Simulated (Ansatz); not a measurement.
The compound is FeI2 (1T sheet).

The cell holds 3 atoms: 1 Fe and 2 I. Cell: a = 3.790 Å, b = 3.790 Å, c = 30.583 Å, α = 90.0°, β = 90.0°, γ = 120.0°. Vacuum lies along c.

```
Fe I
1.0
     0.00000    2.67962    2.67962
     2.67962   -2.67962    0.00000
    17.65698   17.65698  -17.65698
Fe I
1 2
Cartesian
  5.5978 5.5978 -5.5978
  8.1680 5.4884 -5.4884
  5.7072 5.7072 -3.0276
```

The structure was relaxed with PBEsol. The structure was generated from a model, not taken from a measurement. The runs that relaxed it are not among those shown. The program's search for lower electronic states was switched off, so nothing shows that the state found is the lowest. Spin-orbit coupling is left out unless a run names it. PAW set soft_2, made with PBE.

A constrained-RPA run (Ansatz 0.2.0; non-magnetic PBEsol; Fe t2g, bands v3 to v1, 6×6×1 mesh, medium accuracy) builds 3 functions on bands 0.81 eV wide, with 6.0 electrons in the window. The bare on-site interaction is 17.0 eV and the bare J 0.58 eV.

Question: What U and J survive the screening?

On the Fe t2g shell, U = 2.14 eV (13 % of the bare value), U′ = 1.36 eV, J = 0.36 eV.

The parent state is non-magnetic and the interaction static (zero frequency); U depends on the window and the orbitals, so it belongs to this model alone. A model of the t2g bands alone assumes low spin; where the ion is high-spin, as for many Cr, Mn, Fe and Co compounds, the eg bands are needed too.

[Paths, hosts, dates, memory and timing lines, banners, echoed tables and standing remarks are left out of the program output.]

[Logs are printed without paths, hosts, clocks, repeated set-up lines and the standing remarks that a program may print on its own settings, such as how far it seeks lower states.]

[Runs of the session that timed out or met a known fault of the program may be left out.]

[Hosts, paths, dates, database ids (printed as entryN), source tags and the programs' standing remarks are cut or masked in the printed files.]
